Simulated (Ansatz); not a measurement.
**K chain started as a zigzag: period, moment and channels by functional**

How many channels does the K chain started as a zigzag carry, and how sure is the answer?

Program: Ansatz 0.2.0. Level of theory: DFT PBE, plane waves, PAW; relaxation of a chain's period, in the first sound run; inputs show where later runs differ. Results are calculated unless marked as measured.

Most raw output is cut from this account.

In doubt: warnings of the run leave room for a lower electronic state (steps 2, 4, 6), so energies may not be the lowest and differences between runs may mislead.

## (1) The starting structure

The cell holds 2 atoms: 2 K. Its edges and angles: a = 13.500 Å, b = 12.000 Å, c = 6.811 Å, α = 90.0°, β = 90.0°, γ = 90.0°. Vacuum lies along a and b. The structure's axis is c.

## (2) The relaxed wire, level PBE, cutoff 420 eV

Band widths follow the bond lengths, so the chain is relaxed first. The atoms and the third cell vector are free; the box across stays fixed as vacuum. Moments are seeded so that a magnetic state can form if it lies lower. A Fermi-Dirac smearing is set since the result may be a metal. The pressure printed is a third of the stress's trace over the whole box, vacuum included; only the stress along the axis is relaxed.

File input.yaml:

```yaml
crystal:
  lattice:
    - [13.5, 0.0, 0.0]
    - [0.0, 12.0, 0.0]
    - [0.0, 0.0, 6.8110577313]
  atoms:
    - { symbol: K, position: [0.432935118, 0.5, 0.0], spin: 0.5 }
    - { symbol: K, position: [0.567064882, 0.5, 0.5], spin: 0.5 }
magnetization:
  spin_polarized: true
kpoints:
  mp_grid: { grid: [1, 1, 12] }
scf:
  occupations: { method: fermi_dirac, width: 0.05 }
hamiltonian:
  xc: pbe
relax:
  cell: { fix: [a, b, alpha, beta, gamma] }
  max_steps: 60
```

Started as:

```console
> ansatz run input.yaml --threads 4 --pin off --max-ram 16384MiB --backend cpu --events-out ev --progress --plain --runs-dir out
```

Run time: 77 s. Hardware: 4 threads of Arm Neoverse V1, shared host; peak memory 1.2 GiB; 4.9 min of CPU time.

Relaxation path:

```csv
step,energy less that of the first step (eV),largest force component (eV/Å),pressure (GPa),volume (Å³)
1,0.0000,0.1934,0.05,1103.39
2,-0.0165,0.1750,0.04,1103.84
3,-0.0668,0.0822,0.01,1104.58
4,-0.0816,0.0119,-0.03,1097.56
5,-0.0833,0.0069,-0.03,1092.95
6,-0.1001,0.0133,-0.02,1039.07
7,-0.1163,0.0037,-0.02,985.26
8,-0.1337,0.0160,-0.02,932.01
9,-0.1626,0.0153,-0.03,876.96
10,-0.1886,0.0132,-0.02,822.51
11,-0.2173,0.0318,-0.02,768.10
12,-0.2340,0.0023,0.01,714.16
13,-0.2343,0.0015,0.00,726.24
14*,-0.2342,0.0015,0.00,726.24
```

Relaxation steps marked * repeat the geometry before them on a plane-wave basis chosen anew for their cell, so energy and pressure can jump there.

The run keeps the 8 symmetry operations that it works with, so distortions that break them were not tested.

```csv
cell as run,before,after,change
c (Å),6.811,4.483,-34.2 %
```

The atoms that moved most (Å, along periodic axes as changes of fractional coordinates times the final cell, across vacuum about the mean position):

```csv
atom,dx,dy,dz,length
K1,-1.055,0.000,0.000,1.055
K2,1.055,0.000,0.000,1.055
```

The relaxed structure:

```xyz
2
Lattice="13.5000 0.0000 0.0000 0.0000 12.0000 0.0000 0.0000 0.0000 4.4830" Properties=species:S:1:pos:R:3
K     4.7894    6.0000    0.0000
K     8.7106    6.0000    2.2415
```

Numbers from this step:

```
energy at zero smearing    : -3074.8112 eV
cell length along the wire : 4.483 Å
```

The cell's length comes to 4.483 Å with no moment. That is -34 % against the start, more than a small adjustment.

The cell shrank by 34.2 % in its periodic edges. First to last step the energy falls by 0.234 eV, across changes of basis; the largest move, 1.06 Å, is that of K1 and 1 other atom alike.

## (3) Bands of the perfect wire, level PBE, k-mesh 1×1×18

This step: DFT PBE, plane waves, PAW; channels and complex bands of a perfect chain (Ansatz 0.2.0).

At the relaxed period the Bloch states of the perfect chain are found at each energy: those that move forward count the open channels, and those that decay describe how a disturbance dies away inside the wire itself. An energy step of 0.035 eV is under the 0.039 eV that the program asks for its thermal average at 300 K.

File input.yaml:

```yaml
crystal:
  lattice:
    - [13.5, 0.0, 0.0]
    - [0.0, 12.0, 0.0]
    - [0.0, 0.0, 4.4829717051]
  atoms:
    - { symbol: K, position: [0.35476987, 0.5, 0.0] }
    - { symbol: K, position: [0.64523013, 0.5, 0.5] }
kpoints:
  mp_grid: { grid: [1, 1, 18] }
  band_path: { path: ["Γ", Z], npoints: 60 }
scf:
  occupations: { method: fermi_dirac, width: 0.05 }
hamiltonian:
  xc: pbe
output:
  transmission:
    e_range: [-2, 2]
    de: 0.035
    kmesh: [1, 1]
    reduced_basis: true
    leads: [[0, 0]]
  dos: { projected: true, e_range: [-6, 4] }
  write_potential: true
  write_density: true
  volumetric_format: npy
  elf: true
```

Elapsed: 1.9 min, on 4 threads; peak memory 1.5 GiB; 6.5 min of CPU time.

This step gave:

* energy at zero smearing: -3074.8043 eV
* channels at the energy nearest the Fermi level, one spin: 2
* conductance of the lead as this run defines it: 1.998 G₀
* band gap: 0 eV

Table of open channels of the lead, one spin by energy, zero at the Fermi level:

```csv
energy (eV),"open channels of the lead, one spin"
-2.00,0
-1.90,0
-1.79,0
-1.69,0
-1.58,0
-1.48,0
-1.37,0
-1.23,0
-1.12,1
-1.02,1
-0.92,1
-0.81,1
-0.70,1
-0.60,1
-0.49,1
-0.39,1
-0.28,1
-0.18,1
-0.07,2
-0.01,2
0.07,2
0.17,2
0.28,2
0.38,2
0.48,2
0.59,2
0.69,2
0.80,3
0.91,4
1.01,4
1.11,4
1.22,2
1.36,2
1.47,4
1.57,4
1.68,5
1.78,6
1.89,4
1.99,4
```

The slowest values at each energy, most degenerate partners merged, listed up to 1.5 1/Å. Im kz of the slowest decaying states against energy, zero at the Fermi level:

```csv
energy (eV),decay 1 (Å⁻¹),decay 2 (Å⁻¹),decay 3 (Å⁻¹),decay 4 (Å⁻¹)
-2.000,0.420,0.602,0.902,0.926
-1.790,0.365,0.571,0.872,0.892
-1.615,0.310,0.542,0.846,0.862
-1.405,0.226,0.505,0.813,0.826
-1.195,0.0674,0.464,0.778,0.787
-0.985,0.418,0.741,0.746,0.812
-0.810,0.373,0.707,0.710,0.785
-0.600,0.310,0.663,0.665,0.751
-0.390,0.227,0.613,0.618,0.716
-0.215,0.115,0.567,0.575,0.686
-0.005,0.506,0.518,0.647,0.716
0.205,0.436,0.453,0.606,0.671
0.415,0.352,0.375,0.562,0.623
0.590,0.259,0.292,0.522,0.579
0.800,0.133,0.470,0.521,0.593
1.010,0.411,0.455,0.545,0.553
1.185,0.353,0.389,0.499,0.517
1.395,0.268,0.289,0.438,0.470
1.605,0.116,0.136,0.366,0.417
1.815,0.276,0.354,0.460,0.504
```

The electronic bands at the labelled points (eV, zero at the Fermi level):

```csv
point,band 9,band 10,band 11,band 12,band 13
Γ,-1.17,-0.16,0.80,0.85,1.64
halfway,-0.64,0.38,1.16,1.22,1.98
Z,0.77,0.77,1.73,1.73,2.09
```

ELF in the ca plane at fractional y = 0.500, with atoms of K within 0.2 Å of it. It is the smooth field of the valence electrons, not physical close to the nuclei.

Ten even steps from '_' (0.00) to '@' (0.87), each cell a mean:
```
____________________________
________..............______
++++++++++++++++++++++++++++
@@@@%%%%##**++++++**##%%%%@@
@@@@##++--........::--**%%@@
@@##--..______________::++%%
%%==..__::++####**--..__::**
**::__::##@@@@@@@@@@++....--
++::__--%%@@%%##@@@@##..__--
##--__..++%%@@@@@@##--__..++
%%**--..__::------..__..==##
++++++==::........::--==++++
____..::--**######++--..____
**++--..__--##%%++..__..==**
@@@@@@++....==**::__::##@@@@
##@@@@**..__--++::__--%%@@%%
@@@@%%--....==**::__..++%%@@
==--::____::##%%++..__..::==
______..--**@@@@%%++::______
::::--++##@@@@@@@@%%**==--::
****####%%%%%%%%%%%%######**
==========----------========
____________________________
____________________________
```
Columns run along c (4.5 Å), rows up along a (13.5 Å). Atoms in or near the plane, at fractional coordinates: K at (0.00, 0.35), K at (0.50, 0.65).

Valence density in the ca plane at fractional y = 0.500, with atoms of K within 0.2 Å of it. It is the smooth field of the valence electrons, not physical close to the nuclei.

Values in e/Å³, 24 rows by 14 columns, each cell a mean:
```
0.0 0.0 0.0 0.0 0.0 0.0 0.0 0.0 0.0 0.0 0.0 0.0 0.0 0.0
0.0 0.0 0.0 0.0 0.0 0.0 0.0 0.0 0.0 0.0 0.0 0.0 0.0 0.0
0.0 0.0 0.0 0.0 0.0 0.0 0.0 0.0 0.0 0.0 0.0 0.0 0.0 0.0
0.0 0.0 0.0 0.0 0.0 0.0 0.0 0.0 0.0 0.0 0.0 0.0 0.0 0.0
0.0 0.0 0.0 0.0 0.0 0.0 0.0 0.0 0.0 0.0 0.0 0.0 0.0 0.0
0.0 0.0 0.0 0.0 0.0 0.0 0.0 0.0 0.0 0.0 0.0 0.0 0.0 0.0
0.0 0.0 0.0 0.0 0.1 0.2 0.4 0.5 0.3 0.2 0.1 0.0 0.0 0.0
0.0 0.0 0.0 0.1 0.5 1.5 2.8 3.1 2.3 1.0 0.3 0.1 0.0 0.0
0.0 0.0 0.0 0.2 0.7 2.4 3.9 4.1 3.5 1.6 0.4 0.1 0.0 0.0
0.0 0.0 0.0 0.1 0.3 0.9 1.8 2.1 1.5 0.6 0.2 0.0 0.0 0.0
0.0 0.0 0.0 0.0 0.1 0.1 0.2 0.2 0.1 0.1 0.0 0.0 0.0 0.0
0.0 0.0 0.0 0.0 0.0 0.0 0.0 0.0 0.0 0.0 0.0 0.0 0.0 0.0
0.0 0.0 0.0 0.0 0.0 0.0 0.0 0.0 0.0 0.0 0.0 0.0 0.0 0.0
0.5 0.4 0.2 0.1 0.0 0.0 0.0 0.0 0.0 0.0 0.0 0.1 0.2 0.4
3.2 2.4 1.0 0.2 0.1 0.0 0.0 0.0 0.0 0.0 0.1 0.5 1.6 2.8
4.1 3.5 1.6 0.4 0.1 0.0 0.0 0.0 0.0 0.0 0.1 0.7 2.4 3.9
2.0 1.4 0.6 0.2 0.0 0.0 0.0 0.0 0.0 0.0 0.1 0.3 0.9 1.7
0.2 0.1 0.1 0.0 0.0 0.0 0.0 0.0 0.0 0.0 0.0 0.0 0.1 0.2
0.0 0.0 0.0 0.0 0.0 0.0 0.0 0.0 0.0 0.0 0.0 0.0 0.0 0.0
0.0 0.0 0.0 0.0 0.0 0.0 0.0 0.0 0.0 0.0 0.0 0.0 0.0 0.0
0.0 0.0 0.0 0.0 0.0 0.0 0.0 0.0 0.0 0.0 0.0 0.0 0.0 0.0
0.0 0.0 0.0 0.0 0.0 0.0 0.0 0.0 0.0 0.0 0.0 0.0 0.0 0.0
0.0 0.0 0.0 0.0 0.0 0.0 0.0 0.0 0.0 0.0 0.0 0.0 0.0 0.0
0.0 0.0 0.0 0.0 0.0 0.0 0.0 0.0 0.0 0.0 0.0 0.0 0.0 0.0
```
Columns run along c (4.5 Å), rows up along a (13.5 Å). Atoms in or near the plane, at fractional coordinates: K at (0.00, 0.35), K at (0.50, 0.65).

Electrostatic potential energy in the ca plane at fractional y = 0.500, with atoms of K within 0.2 Å of it. With pseudopotentials it is smooth inside the atoms' cores, unlike the true potential.

Ten even steps from '0' (-44 eV) to '9' (1 eV), each cell a mean:
```
99999999999999
99999999999999
99999999999999
99999999999999
99999999999999
99999999999999
99998877789999
99987310158999
99986100037999
99998532368999
99999888899999
99999999999999
99999999999999
77899999999887
01589999998731
00378999998610
24689999999853
88999999999988
99999999999999
99999999999999
99999999999999
99999999999999
99999999999999
99999999999999
```
Columns run along c (4.5 Å; values clipped at the 3rd and 97th percentile), rows up along a (13.5 Å). Atoms in or near the plane, at fractional coordinates: K at (0.00, 0.35), K at (0.50, 0.65).

By hand: the program gives 9.5537 × 10^13 S/m² over the cell's cross-section of 162.00 Å² = 1.620 × 10^-18 m², so one cell conducts 1.548 × 10^-4 S. Divided by G0 = 2e²/h = 7.748 × 10^-5 S this is 2.00 G0, a resistance of 6.46 kΩ.

At the computed energy nearest the Fermi level there are 2 channels a spin, and the thermal average gives 2.00 G₀.

## (4) Relaxing the period

This step: DFT PBEsol, plane waves, PAW; relaxation of a chain's period (Ansatz 0.2.0).

The relaxation is repeated under another functional. PBEsol weakens PBE's gradient terms and usually lands between LDA and PBE.

File input.yaml:

```yaml
crystal:
  lattice:
    - [13.5, 0.0, 0.0]
    - [0.0, 12.0, 0.0]
    - [0.0, 0.0, 6.8110577313]
  atoms:
    - { symbol: K, position: [0.432935118, 0.5, 0.0], spin: 0.5 }
    - { symbol: K, position: [0.567064882, 0.5, 0.5], spin: 0.5 }
magnetization:
  spin_polarized: true
kpoints:
  mp_grid: { grid: [1, 1, 12] }
scf:
  occupations: { method: fermi_dirac, width: 0.05 }
hamiltonian:
  xc: pbesol
relax:
  cell: { fix: [a, b, alpha, beta, gamma] }
  max_steps: 60
```

Elapsed: 82 s, on 4 threads; peak memory 1.2 GiB; 5.2 min of CPU time.

Step by step:

```csv
step,energy less that of the first step (eV),largest force component (eV/Å),pressure (GPa),volume (Å³)
1,0.0000,0.1800,0.05,1103.39
2,-0.0143,0.1637,0.04,1103.12
3,-0.0608,0.0739,0.00,1101.12
4,-0.0742,0.0178,-0.03,1091.26
5,-0.0765,0.0113,-0.03,1085.92
6,-0.0965,0.0127,-0.02,1032.06
7,-0.1156,0.0041,-0.02,978.26
8,-0.1359,0.0176,-0.03,924.90
9,-0.1676,0.0151,-0.03,869.91
10,-0.1953,0.0126,-0.03,815.60
11,-0.2251,0.0319,-0.02,761.37
12,-0.2429,0.0032,0.01,707.57
13,-0.2431,0.0022,0.00,718.04
14*,-0.2431,0.0023,0.00,718.04
```

Relaxation steps marked * repeat the geometry before them on a plane-wave basis chosen anew for their cell, so energy and pressure can jump there.

The run keeps the 8 symmetry operations that it works with, so distortions that break them were not tested.

```csv
cell as run,before,after,change
c (Å),6.811,4.432,-34.9 %
```

The atoms that moved most (Å, along periodic axes as changes of fractional coordinates times the final cell, across vacuum about the mean position):

```csv
atom,dx,dy,dz,length
K1,-1.030,0.000,0.000,1.030
K2,1.030,0.000,0.000,1.030
```

The relaxed structure:

```
K
1.0
    13.50000    0.00000    0.00000
     0.00000   12.00000    0.00000
     0.00000    0.00000    4.43237
K
2
Direct
  0.35663 0.50000 0.00000
  0.64337 0.50000 0.50000
```

The cell's length comes to 4.432 Å, -1.1 % against the first run, with no moment. That is -35 % against the start, more than a small adjustment.

The cell shrank by 34.9 % in its periodic edges. From the first step to the last the energy fell by 0.243 eV, across changes of basis, and the largest move was 1.03 Å (K1 and 1 other atom alike).

## (5) The wire at its relaxed period, level PBEsol, k-mesh 1×1×19

This step: DFT PBEsol, plane waves, PAW; channels and complex bands of a perfect chain (Ansatz 0.2.0).

The channels are counted again under PBEsol, at the period that it gave.

File input.yaml:

```yaml
crystal:
  lattice:
    - [13.5, 0.0, 0.0]
    - [0.0, 12.0, 0.0]
    - [0.0, 0.0, 4.4323702293]
  atoms:
    - { symbol: K, position: [0.356632551, 0.5, 0.0] }
    - { symbol: K, position: [0.643367449, 0.5, 0.5] }
kpoints:
  mp_grid: { grid: [1, 1, 19] }
  band_path: { path: ["Γ", Z], npoints: 60 }
scf:
  occupations: { method: fermi_dirac, width: 0.05 }
hamiltonian:
  xc: pbesol
output:
  transmission:
    e_range: [-2, 2]
    de: 0.035
    kmesh: [1, 1]
    reduced_basis: true
    leads: [[0, 0]]
  dos: { projected: true, e_range: [-6, 4] }
```

Run time: 2 min. Hardware: 4 threads; peak memory 1.4 GiB.

At the computed energy nearest the Fermi level there are 2 channels a spin, and the thermal average gives 2.00 G₀.

## (6) Relaxing the period

This step: DFT RPBE, plane waves, PAW; relaxation of a chain's period (Ansatz 0.2.0).

The relaxation is repeated under another functional. RPBE strengthens the exchange enhancement and tends to longer, weaker bonds than PBE.

File input.yaml:

```yaml
crystal:
  lattice:
    - [13.5, 0.0, 0.0]
    - [0.0, 12.0, 0.0]
    - [0.0, 0.0, 6.8110577313]
  atoms:
    - { symbol: K, position: [0.432935118, 0.5, 0.0], spin: 0.5 }
    - { symbol: K, position: [0.567064882, 0.5, 0.5], spin: 0.5 }
magnetization:
  spin_polarized: true
kpoints:
  mp_grid: { grid: [1, 1, 12] }
scf:
  occupations: { method: fermi_dirac, width: 0.05 }
hamiltonian:
  xc: rpbe
relax:
  cell: { fix: [a, b, alpha, beta, gamma] }
  max_steps: 60
```

Wall time 1.8 min (4 threads); peak memory 1.2 GiB.

Step by step:

```csv
step,energy less that of the first step (eV),largest force component (eV/Å),pressure (GPa),volume (Å³)
1,0.0000,0.2465,0.07,1103.39
2,-0.0268,0.2222,0.06,1104.69
3,-0.0964,0.1223,0.02,1107.99
4,-0.1242,0.0205,-0.02,1105.49
5,-0.1265,0.0030,-0.02,1099.91
6,-0.1290,0.0186,-0.03,1088.99
7,-0.1366,0.0562,-0.04,1043.24
8,-0.1479,0.0630,-0.05,989.76
9,-0.1671,0.0517,-0.05,936.38
10,-0.1907,0.0539,-0.05,882.85
11,-0.2160,0.0145,-0.03,829.18
12,-0.2379,0.0206,-0.01,775.92
13,-0.2407,0.0031,0.02,722.12
14,-0.2438,0.0020,0.01,731.98
15,-0.2451,0.0005,0.00,743.37
16*,-0.2450,0.0005,0.00,743.37
```

Relaxation steps marked * repeat the geometry before them on a plane-wave basis chosen anew for their cell, so energy and pressure can jump there.

Forces are held to the 8 operations that the run works with; a distortion that breaks them can't arise in this run.

```csv
cell as run,before,after,change
c (Å),6.811,4.589,-32.6 %
```

The atoms that moved most (Å, along periodic axes as changes of fractional coordinates times the final cell, across vacuum about the mean position):

```csv
atom,dx,dy,dz,length
K1,-1.116,0.000,0.000,1.116
K2,1.116,0.000,0.000,1.116
```

Final coordinates:

```cif
data_structure
_symmetry_space_group_name_H-M 'P 1'
_symmetry_Int_Tables_number 1
_cell_length_a 13.5000
_cell_length_b 12.0000
_cell_length_c 4.5887
_cell_angle_alpha 90.000
_cell_angle_beta 90.000
_cell_angle_gamma 90.000
_cell_volume 743.37
loop_
_atom_site_label
_atom_site_type_symbol
_atom_site_fract_x
_atom_site_fract_y
_atom_site_fract_z
_atom_site_occupancy
K1 K 0.35028 0.50000 0.00000 1
K2 K 0.64972 0.50000 0.50000 1
```

The cell's length comes to 4.589 Å, +2.4 % against the first run, with no moment. That is -33 % against the start, more than a small adjustment.

## (7) The perfect wire, level RPBE, k-mesh 1×1×18

This step: DFT RPBE, plane waves, PAW; channels and complex bands of a perfect chain (Ansatz 0.2.0).

The channels are counted again under RPBE, at the period that it gave.

File input.yaml:

```yaml
crystal:
  lattice:
    - [13.5, 0.0, 0.0]
    - [0.0, 12.0, 0.0]
    - [0.0, 0.0, 4.5887051151]
  atoms:
    - { symbol: K, position: [0.350275001, 0.5, 0.0] }
    - { symbol: K, position: [0.649724999, 0.5, 0.5] }
kpoints:
  mp_grid: { grid: [1, 1, 18] }
  band_path: { path: ["Γ", Z], npoints: 60 }
scf:
  occupations: { method: fermi_dirac, width: 0.05 }
hamiltonian:
  xc: rpbe
output:
  transmission:
    e_range: [-2, 2]
    de: 0.035
    kmesh: [1, 1]
    reduced_basis: true
    leads: [[0, 0]]
  dos: { projected: true, e_range: [-6, 4] }
```

Wall time 2.1 min (4 threads); peak memory 1.5 GiB.

Table of open channels of the lead, one spin by energy, zero at the Fermi level:

```csv
energy (eV),"open channels of the lead, one spin"
-1.195,0
-1.090,1
-0.985,1
-0.915,1
-0.810,1
-0.705,1
-0.600,1
-0.495,1
-0.390,1
-0.285,1
-0.215,1
-0.110,2
-0.005,2
0.100,2
0.205,2
0.310,2
0.415,2
0.485,2
0.590,2
0.695,2
0.800,3
0.905,4
1.010,4
1.115,4
1.185,2
1.290,2
1.395,4
1.500,4
1.605,5
1.710,6
1.815,4
1.885,4
```

At the computed energy nearest the Fermi level there are 2 channels a spin, and the thermal average gives 2.00 G₀.

(Continued in part 2 of 2.)

[Logs are printed without paths, hosts, clocks, repeated set-up lines and the standing remarks that a program may print on its own settings, such as how far it seeks lower states.]

[Hosts, paths, dates, database ids (printed as entryN), source tags and the programs' standing remarks are cut or masked in the printed files.]
